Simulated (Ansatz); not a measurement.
## TiGe (model cell, started as zinc blende): a soft mode frozen in

Which phase does TiGe (model cell, started as zinc blende) fall into along its unstable mode, and how much energy does it gain?

Method: DFT PBE, scalar-relativistic, plane waves, PAW, in Ansatz 0.2.0.

The structure was built from a prototype and need not be the compound's stable phase.

**1. Set-up**

Symmetry: F-43m, No. 216, cubic system. The conventional cell has a = 5.846 Å, b = 5.846 Å, c = 5.846 Å, α = 90.00°, β = 90.00°, γ = 90.00°. Ti has 4 Ge at 2.53 Å nearest. Ge has 4 Ti at 2.53 Å nearest. Farther neighbours, and contacts between anions beyond the nearest, are not listed.

**2. Phonons on a q mesh**

Stability and thermal properties need the whole zone. Linear response on a 4×4×4 q mesh gives force constants as far as a supercell of that size would.

Input file input.yaml:

```yaml
crystal:
  lattice:
    - [0.0, 2.9230550389, 2.9230550389]
    - [2.9230550389, 0.0, 2.9230550389]
    - [2.9230550389, 2.9230550389, 0.0]
  atoms:
    - { symbol: Ti, position: [0.0, 0.0, 0.0] }
    - { symbol: Ge, position: [0.25, 0.25, 0.25] }
kpoints:
  mp_grid: { grid: [12, 12, 12] }
hamiltonian:
  xc: pbe
scf:
  occupations: { method: gaussian, width: 0.01 }
output:
  eigenvalues: true
phonons:
  method: dfpt
  qmesh: [4, 4, 4]
  temperatures: { t_max: 1000, t_step: 50 }
  qpath:
    path:
      - [[0.0, 0.0, 0.0], [-0.5, -0.5, 0.0], [-0.375, -0.375, 0.25]]
      - [[-0.375, 0.0, 0.375], [0.0, 0.0, 0.0], [0.0, 0.0, 0.5], [-0.5, -0.25, 0.25], [-0.5, -0.5, 0.0]]
    npoints: 10
```

On the command line:

```bash
$ ansatz run input.yaml --threads 4 --pin off --max-ram 7168MiB --backend cpu --events-out ev --progress --plain --runs-dir out
```

Output:

```text
Warning: phonons: the dynamical matrix that this run interpolates holds no multipole term above the dipole-dipole one, and a site of this crystal is no centre of inversion, so its interpolated transverse optical and acoustic branches and sound speeds can stay off near Gamma, and the density of states and the thermodynamics with them. What a run solves at a wave vector of phonons.qpoints, Gamma apart, where the deck admits one, is free of this, and under fd what a larger phonons.supercell samples
Engine: ansatz 0.2.0, aarch64-unknown-linux-gnu
Pseudopotentials: kind: paw
Pseudopotential: Ti, paw, valence charge 12, recommended cutoff 420 eV (normal), Ti.paw.azcp
Pseudopotential: Ge, paw, valence charge 14, recommended cutoff 420 eV (normal), Ge.paw.azcp
Functional definition: PBE
  parameter kappa = 0.804
  parameter beta = 0.066725
  exchange = pbe_x(kappa = kappa, mu = beta*pi^2/3)
  correlation = pbe_c(beta = beta)
Crystal: 2 atoms, lattice volume = 49.951 Å³
Basis set: ecut = 420 eV, 941 PW (Γ), exchange–correlation on 60×60×60 points (8 copies of the dense FFT grid, shifted against one another)
Bands: 17, of which v1, the nominal top of the filled ones, is band 13 counted from 1 (12 counted from 0)
Symmetry: 24 space group operations
k-points: 72 of 1728 (time reversal used)
Non-local potential: Ti, projectors of the file, l = 0: 3, l = 1: 2, l = 2: 3, l = 3: 1
Non-local potential: Ge, projectors of the file, l = 0: 2, l = 1: 2, l = 2: 3, l = 3: 1
PAW form: soft (Blöchl's): semilocal exchange-correlation on the pseudo side does not see the compensation charge
PAW one-centre angular grid: Ti, 590 points (default); XC on 64 Gauss nodes
PAW one-centre angular grid: Ge, 590 points (default); XC on 64 Gauss nodes
Initial density: superposition of atomic densities (neutral atoms: chi_scale 0, normalization atom), corrected by the library's trained network
Initial wavefunctions: pseudopotential atomic-orbital guess
Functional: x = pbe(κ = 0.804, μ = 0.219515), c = pbe(β = 0.066725)
SCF iter   1: F=—  HF=-6793.814259 eV  |F-HF|=—  |Δ(HF+E_count)|=         —  Δρ=6.07e-3  dr2=2.91e-2  ethr=1.77e-3  ⟨swp⟩=5.4  Hψ=5349  notcnv=0
preconditioner: auto → none  [insulator: Δε(μ)=0.290 eV  Ē_g=4.547 eV  σ=0.010 eV  W_gap=1.00  n_scr=14 (ndim 8)  ℏωp=14.9 eV  f_vac=0.002  D(μ)=0.00/eV (n_scr^D=0)  ε∞_Penn≈11.7]
SCF iter   2: F=—  HF=-6793.810745 eV  |F-HF|=—  |Δ(HF+E_count)|=   3.51e-3  Δρ=2.15e-3  dr2=2.56e-3  ethr=1.12e-4  ⟨swp⟩=2.0  Hψ=2085  notcnv=0
SCF iter   3: F=—  HF=-6793.810799 eV  |F-HF|=—  |Δ(HF+E_count)|=   5.33e-5  Δρ=4.80e-4  dr2=5.45e-5  ethr=9.84e-6  ⟨swp⟩=2.6  Hψ=2027  notcnv=0
SCF iter   4: F=—  HF=-6793.810803 eV  |F-HF|=—  |Δ(HF+E_count)|=   4.45e-6  Δρ=1.60e-4  dr2=6.69e-6  ethr=2.09e-7  ⟨swp⟩=2.0  Hψ=1872  notcnv=0
SCF iter   5: F=—  HF=-6793.810806 eV  |F-HF|=—  |Δ(HF+E_count)|=   3.23e-6  Δρ=1.54e-5  dr2=5.41e-8  ethr=2.57e-8  ⟨swp⟩=2.0  Hψ=1872  notcnv=0
SCF iter   6: F=—  HF=-6793.810804 eV  |F-HF|=—  |Δ(HF+E_count)|=   2.66e-6  Δρ=3.07e-6  dr2=2.44e-9  ethr=2.08e-10  ⟨swp⟩=2.0  Hψ=2088  notcnv=0
SCF iter   7: F=—  HF=-6793.810804 eV  |F-HF|=—  |Δ(HF+E_count)|=   5.03e-9  Δρ=3.91e-7  dr2=7.94e-11  ethr=9.38e-12  ⟨swp⟩=3.0  Hψ=2160  notcnv=0
SCF iter   8: F=-6793.810804 eV  HF=-6793.810804 eV  |F-HF|=5.46e-12  |Δ(HF+E_count)|=  1.82e-12  Δρ=1.05e-7  dr2=5.64e-12  ethr=1.00e-12  ⟨swp⟩=5.2  Hψ=4619  notcnv=0
SCF 1 converged in 8 iterations: F = -6793.810804 eV  dr2 = 5.64e-12
  greatest PAW one-centre occupation: 0.999 electrons in one spin orbital (limit 2), on the Ti atom at site 0 (counted from 0), in its partial waves of l = 0
Initial density: read from a saved state, or passed on in memory by an earlier SCF of this step, an earlier step, the calling program or the single point that the run made first
iter 1 solved again at ethr=4.20e-8 eV; its pass at ethr=3.10e-3 eV (dr2=1.09e-5 eV) is discarded
SCF iter   1: F=—  HF=-6793.810806 eV  |F-HF|=—  |Δ(HF+E_count)|=         —  Δρ=2.70e-7  dr2=3.95e-11  ethr=4.20e-8  ⟨swp⟩=3.0  Hψ=8688  notcnv=0
eigensolver tolerance schedule: the retry pair's looser diagonalisation over-reported the residual by 276475.78 of it (diagonalisation noise at an unbounded share of the residual, at the tolerance the schedule requests for it); recorded, not acted on — ethr = c·dr2/N_el stays at c = 1.0e-1
preconditioner: auto → none  [insulator: Δε(μ)=0.246 eV  Ē_g=4.494 eV  σ=0.010 eV  W_gap=1.00  n_scr=14 (ndim 8)  ℏωp=14.9 eV  f_vac=0.001  D(μ)=0.00/eV (n_scr^D=0)  ε∞_Penn≈11.9]
[...]
SCF iter   6: F=-6793.810804 eV  HF=-6793.810804 eV  |F-HF|=1.82e-12  |Δ(HF+E_count)|=    0.00e0  Δρ=3.16e-10  dr2=3.38e-17  ethr=1.00e-12  ⟨swp⟩=1.0  Hψ=1224  notcnv=0
SCF iter   7: F=-6793.810804 eV  HF=-6793.810804 eV  |F-HF|=0.00e0  |Δ(HF+E_count)|=  9.09e-13  Δρ=4.27e-10  dr2=9.95e-17  ethr=1.00e-12  ⟨swp⟩=1.0  Hψ=2736  notcnv=0
SCF 2 converged in 7 iterations: F = -6793.810804 eV  dr2 = 9.95e-17
k-points: 280 of 1728 (irreducible under 4 space group operations, time reversal used)
iter 1 solved again at ethr=7.40e-10 eV; its pass at ethr=3.10e-3 eV (dr2=1.92e-7 eV) is discarded
SCF iter   1: F=—  HF=-6793.810804 eV  |F-HF|=—  |Δ(HF+E_count)|=         —  Δρ=1.27e-8  dr2=8.11e-14  ethr=7.40e-10  ⟨swp⟩=3.0  Hψ=34766  notcnv=0  defer=332
eigensolver tolerance schedule: the retry pair's looser diagonalisation over-reported the residual by 2370378.68 of it (diagonalisation noise at 1.30 of the residual, at the tolerance the schedule requests for it); recorded, not acted on — ethr = c·dr2/N_el stays at c = 1.0e-1
preconditioner: auto → none  [insulator: Δε(μ)=0.246 eV  Ē_g=4.494 eV  n_scr=14 (ndim 8)  ℏωp=14.9 eV  f_vac=0.001  ε∞_Penn≈11.9]
SCF iter   2: F=-6793.810804 eV  HF=-6793.810804 eV  |F-HF|=9.09e-13  |Δ(HF+E_count)|=  2.82e-10  Δρ=2.90e-8  dr2=6.04e-13  ethr=1.00e-12  ⟨swp⟩=5.2  Hψ=15466  notcnv=0
SCF 3 converged in 2 iterations: F = -6793.810804 eV  dr2 = 6.04e-13
NSCF: frozen V_eff on 6 k-points
DFPT response loops at Γ: preconditioner auto → none (the input reference at scf.mixing.eps_inf says where Resta's filter doesn't serve); β = 0.50; Broyden in place of MSR1
── the response to a field inside a basis, on 12×12×12 k-points: an SCF that follows is theirs, and a resumed run solves both again ──
Bands: 14, of which v1, the nominal top of the filled ones, is band 13 counted from 1 (12 counted from 0)
k-points: 182 of 1728 (irreducible under 6 space group operations, time reversal used)
Initial density: handed on by an earlier stage of this run
Initial wavefunctions: pseudopotential atomic-orbital guess (no wavefunctions were taken with the density)
[...]
SCF iter   4: F=—  HF=-6793.808843 eV  |F-HF|=—  |Δ(HF+E_count)|=   1.97e-8  Δρ=1.55e-5  dr2=1.95e-7  ethr=3.33e-10
SCF iter   5: F=-6793.808843 eV  HF=-6793.808843 eV  |F-HF|=5.48e-10  |Δ(HF+E_count)|=   2.95e-8  Δρ=2.94e-6  dr2=1.88e-9  ethr=3.33e-10
SCF 1 converged in 5 iterations: F = -6793.808843 eV  dr2 = 1.88e-9
DFPT response loops at Γ: mixed as the last ones told, above
NSCF: frozen V_eff on 72 k-points
NSCF: frozen V_eff on 163 k-points
DFPT response loops at q = (0, 0, 0) (fractional): mixed as the last ones told, above
NSCF: frozen V_eff on 1872 k-points
DFPT response loops at q = (0, 0, 0.25) (fractional): preconditioner auto → Resta (q_TF=auto, 2.447 Å⁻¹)  ε∞=15.6 (no band partly filled); β = 1.00, the filter's whole step (`scf.mixing.beta` (0.50) is not read by the response loops at its default; to damp them type it under 1.00, their step now; it binds the ground state too); Broyden in place of MSR1
NSCF: frozen V_eff on 952 k-points
DFPT response loops at q = (0, 0, -0.5) (fractional): mixed as the last ones told, above
NSCF: frozen V_eff on 1020 k-points
DFPT response loops at q = (0, 0.25, 0.25) (fractional): mixed as the last ones told, above
NSCF: frozen V_eff on 3456 k-points
DFPT response loops at q = (0, 0.25, -0.5) (fractional): mixed as the last ones told, above
NSCF: frozen V_eff on 1872 k-points
DFPT response loops at q = (0, 0.25, -0.25) (fractional): mixed as the last ones told, above
NSCF: frozen V_eff on 560 k-points
DFPT response loops at q = (0, -0.5, -0.5) (fractional): mixed as the last ones told, above
NSCF: frozen V_eff on 1020 k-points
DFPT response loops at q = (0.25, -0.5, -0.25) (fractional): mixed as the last ones told, above
SCF converged after 8 iterations
Free energy (F): -6793.810804 eV
Harris-Foulkes:  -6793.810804 eV  (|F-HF|=5.46e-12)
Internal energy: -6793.810804 eV  (E = F + TS)
E sigma→0 (E₀):  -6793.810804 eV
Fermi energy:    7.151807 eV
--- Per-component energies (eV) ---
  E_band       = -381.518906
  E_kinetic    = 381.739161
  E_local      = -3701.641738  (includes V_loc(G=0)·N_el)
  E_nonlocal   = 426.752357
  E_hartree    = 1589.182974
  E_xc         = -171.844655
  E_vxc        = -184.829133  (∫ρ·V_xc dr)
  E_paw        = -3066.337700  (= ΣΔE_a)
  E_vpaw       = -481.905898  (= ΣTr[D̂ρ^β])
  E_aug_tail   = 0.000431  (compensation charges beyond the density's cutoff)
  E_ewald      = -2251.661634
  E_smearing   = -0.000000  (= −TS)
  E_closure    = -0.000000  (closes the sum)
  Σ components = -6793.810804   (vs F -6793.810804, Δ=0.00e0)
--- Band table (eV; the first three rows and the last of 72) ---
  k-point 0: bands = [... 9 lower, -1.5469, 6.0925, 6.0925, 6.0925, 8.1286, 8.1286, 11.8806, 13.1769]
  k-point 1: bands = [... 9 lower, -1.4798, 5.9774, 6.1186, 6.1186, 8.1125, 8.1125, 11.7685, 12.9422]
  k-point 2: bands = [... 9 lower, -1.2874, 5.6789, 6.1863, 6.1863, 8.0835, 8.0835, 11.0716, 12.6197]
  k-point 71: bands = [... 9 lower, 0.1558, 5.2359, 5.7168, 6.8769, 7.2869, 8.1278, 8.5806, 9.0601]
--- Phonons (Γ-DFPT): 2 representative perturbations + reference (Σ response iterations 6) ---
  ASR residual: 3.857e-5 → 0.000e0 eV/Å²; symmetrization residual: 5.683e-6 eV/Å²
  ASR residual per site (eV/Å²): 3.86e-5 8.41e-6
  Γ frequencies (cm⁻¹): 0.00 0.00 0.00 243.07 243.07 243.07
  Unit cell's response to a homogeneous field: 3 representative field directions (Σ response iterations 15)
  ε∞ (high-frequency dielectric tensor):
       32.535980    -0.000000    -0.000000
       -0.000000    32.535980    -0.000000
       -0.000000    -0.000000    32.535980
  ε⁰ (static dielectric tensor): not given — the deck does not say what the cell's rigid motions are, and on a molecule in a box or a wire the rigid rotations would enter the sum over the modes at Γ. For a crystal or a slab, whose only rigid motions are the translations, set phonons.rigid_motions: translations.
  Born effective charges Z* (e; rows j = field, columns β = displacement):
    site 0:
         4.46820    0.00000    0.00000
         0.00000    4.46820    0.00000
        -0.00000    0.00000    4.46820
    site 1:
        -4.46820   -0.00000   -0.00000
        -0.00000   -4.46820   -0.00000
         0.00000   -0.00000   -4.46820
  Z* charge neutrality: 2.435e-3 e pre-enforcement
  solved inside a basis spanned on the 12×12×12 k-mesh, on 12×12×12 k-points, its susceptibility summed on 16×16×16: ε∞ is read to err by 1.2e-1, Z* by 2.3e-2 e; Z* is corrected for what the basis lacks
  optical modes at Γ without the LO–TO term, one row a degenerate level:
      ω (cm⁻¹)  modes    IR ((D/Å)²/amu)
        243.07      3            47.8930
  optical modes at Γ + LO–TO along q̂ = [1.0000, 0.0000, 0.0000]:
      ω (cm⁻¹)  modes    IR ((D/Å)²/amu)
        243.07      2            31.9286
        282.90      1            15.9643
  optical modes at Γ + LO–TO along q̂ = [0.0000, 1.0000, 0.0000]:
      ω (cm⁻¹)  modes    IR ((D/Å)²/amu)
        243.07      2            31.9286
        282.90      1            15.9643
  optical modes at Γ + LO–TO along q̂ = [0.0000, 0.0000, 1.0000]:
      ω (cm⁻¹)  modes    IR ((D/Å)²/amu)
        243.07      2            31.9286
        282.90      1            15.9643
--- Phonons (arbitrary-q DFPT): 8 irreducible q on the 4×4×4 mesh ---
  q = [0.0000, 0.0000, 0.0000] (star 1, of the zone-centre solve; hermiticity 1.81e-6, symmetrization 7.23e-13): -0.00 -0.00 0.00 243.07 243.07 243.07
  q = [0.0000, 0.0000, 0.2500] (star 8, 2 solved perturbations on 936 of 1728 k-point pairs; hermiticity 1.54e-6, symmetrization 8.72e-13): -23.01 -23.01 86.76 248.44 248.44 271.92
  q = [0.0000, 0.0000, -0.5000] (star 4, 2 solved perturbations on 476 of 1728 k-point pairs; hermiticity 1.94e-6, symmetrization 1.15e-12): -23.65 -23.65 129.33 248.78 253.81 253.81
  q = [0.0000, 0.2500, 0.2500] (star 6, 4 solved perturbations in 1608 linear systems a pass and spin channel, the states on 510 of 1728 k-point pairs; hermiticity 1.01e-6, symmetrization 5.20e-13): -29.41 -29.41 100.51 241.86 241.86 267.36
  q = [0.0000, 0.2500, -0.5000] (star 24, 4 solved perturbations in 5328 linear systems a pass and spin channel, the states on 1728 of 1728 k-point pairs; hermiticity 8.88e-7, symmetrization 8.89e-13): -32.61 -24.88 152.36 234.86 241.99 245.55
  q = [0.0000, 0.2500, -0.2500] (star 12, 4 solved perturbations in 2892 linear systems a pass and spin channel, the states on 936 of 1728 k-point pairs; hermiticity 1.66e-6, symmetrization 5.53e-13): -27.30 -24.75 135.14 237.51 249.50 250.80
  q = [0.0000, -0.5000, -0.5000] (star 3, 4 solved perturbations in 886 linear systems a pass and spin channel, the states on 280 of 1728 k-point pairs; hermiticity 5.20e-7, symmetrization 5.73e-13): -24.81 -24.81 175.58 218.96 235.76 235.76
  q = [0.2500, -0.5000, -0.2500] (star 6, 4 solved perturbations in 1544 linear systems a pass and spin channel, the states on 510 of 1728 k-point pairs; hermiticity 4.71e-7, symmetrization 6.06e-13): -30.58 -29.59 180.23 212.53 231.36 243.56
  sum rule: each row above includes the acoustic sum rule's correction from the zone centre's row sums; it moved no ω² by more than (0.47 cm⁻¹)²
  mesh force constants: q→R imaginary residual 2.58e-18; ASR residual 3.857e-5 → 0.000e0 eV/Å²; symmetrization residual 5.329e-15 eV/Å²
  interpolated dispersion: 63 rows × 6 modes
  density of states and harmonic sums: on the 20×20×20 q-mesh, interpolated from the force constants of a 4×4×4 supercell (with the dipole–dipole term)
  largest difference from the sums on the solved wave vectors: F 4.43e-3 eV, S 5.77e-6 and C_V 1.48e-6 eV/K
  zero-point energy: 0.053801 eV/cell   skipped modes (ω ≤ 0): 513, of them read as no rigid motion or as one in doubt: 510 (2.000e0 modes/cell left out, lowest -37.68 cm⁻¹)   left out of the sums: 3.33e-1 of the cell's modes: C_V's classical limit lies that fraction below 3 k_B per atom; for a crystal, a wire or a layer, F and S can be off by more, and a phonons.interpolated_qmesh denser along its periods is the remedy for the sampling
```

Elapsed: 12 min, on 4 threads of Arm Neoverse N1, shared host; peak memory 3.4 GiB.

The column dr2 measures how far the density is from self-consistency, as an energy; F and HF (Harris–Foulkes) agree once it is small.

Read from the output:

```
gap on the k-mesh                                       : 0.2457 eV
volume per atom                                         : 24.98 Å³
sum-rule residual before enforcement                    : 3.86e-5 eV/Å²
lowest frequency on the path                            : -37.85 cm⁻¹
point group                                             : -43m
highest frequency on path, mesh or solved points        : 282.9 cm⁻¹
highest optical mode at the zone centre (no LO-TO term) : 243.1 cm⁻¹
lowest optical zone-centre mode                         : 243.1 cm⁻¹
lowest mode on the q mesh (acoustic modes at Γ apart)   : -32.61 cm⁻¹
```

Frequencies (cm⁻¹) solved at each irreducible wavevector; negative means imaginary. Frequencies by wavevector, by row:

```csv
q in reciprocal lattice units,star,mode 1,mode 2,mode 3,mode 4,mode 5,mode 6
0 0 0,1,0,0,0,243.1,243.1,243.1
0 0 0.25,8,-23,-23,86.8,248.4,248.4,271.9
0 0 -0.5,4,-23.6,-23.6,129.3,248.8,253.8,253.8
0 0.25 0.25,6,-29.4,-29.4,100.5,241.9,241.9,267.4
0 0.25 -0.5,24,-32.6,-24.9,152.4,234.9,242,245.6
0 0.25 -0.25,12,-27.3,-24.8,135.1,237.5,249.5,250.8
0 -0.5 -0.5,3,-24.8,-24.8,175.6,219,235.8,235.8
0.25 -0.5 -0.25,6,-30.6,-29.6,180.2,212.5,231.4,243.6
```

Interpolated from a 4×4×4 q mesh, with the LO-TO term (at Γ the limit along the path). The phonon branches at the labelled points (cm⁻¹):

```csv
point,branch 1,branch 2,branch 3,branch 4,branch 5,branch 6
Γ,0,0,0,243,243,283
halfway,-29,-29,100,242,242,267
X,-25,-25,176,219,236,236
halfway,-28,-26,176,218,236,238
U,-35,-28,173,220,234,244
jump to K,-35,-28,173,220,234,244
halfway,-26,-11,104,243,250,265
Γ,0,0,0,243,243,283
halfway,-23,-23,87,248,248,272
L,-24,-24,129,249,254,254
halfway,-36,-24,152,234,242,250
W,-31,-30,180,212,231,244
halfway,-28,-28,178,216,234,240
X,-25,-25,176,219,236,236
```

The phonon branches as a text plot (rows in cm⁻¹):

```
    276 |******                  ************
    263 |      **               *            **
    249 |******  *       ***********************************
    236 |      *****************                    *************
    223 |           ********                            *     ***
    209 |                                                *****
    196 |
    183 |              **                                ******
    169 |           ***  ***                            *      **
    156 |         **        *                         **
    143 |        *           **                     **
    129 |                      *                ****
    116 |       *                             **
    103 |      *                *            *
     89 |                        *          *
     76 |    **                            *
     62 |   *                     **      *
     49 |
     36 |  *                        *    *
     22 | *                          *  *
      9 |
     -4 |*                      *********
    -18 | **                   *  ***    ***************
    -31 |   **********************                ***************
         Γ           X  U|K            Γ         L        W     X
```

Symmetry leaves 8 wavevectors to solve. The lowest mode among them, the acoustic zeros apart, lies at q = (0, 0.25, -0.5) and is imaginary, 32.6i cm⁻¹, so the energy falls along it. Between them the interpolated path dips to 38i cm⁻¹.

[end of part 1 of 3]

[Long decimals in the printed logs are rounded to 6 places.]

[Logs are printed without paths, hosts, clocks, repeated set-up lines and the standing remarks that a program may print on its own settings, such as how far it seeks lower states.]

[Hosts, paths, dates, database ids (printed as entryN), source tags and the programs' standing remarks are cut or masked in the printed files.]

[Where the starting crystal was built by hand or by swapping elements, it need not be the compound's stable phase.]
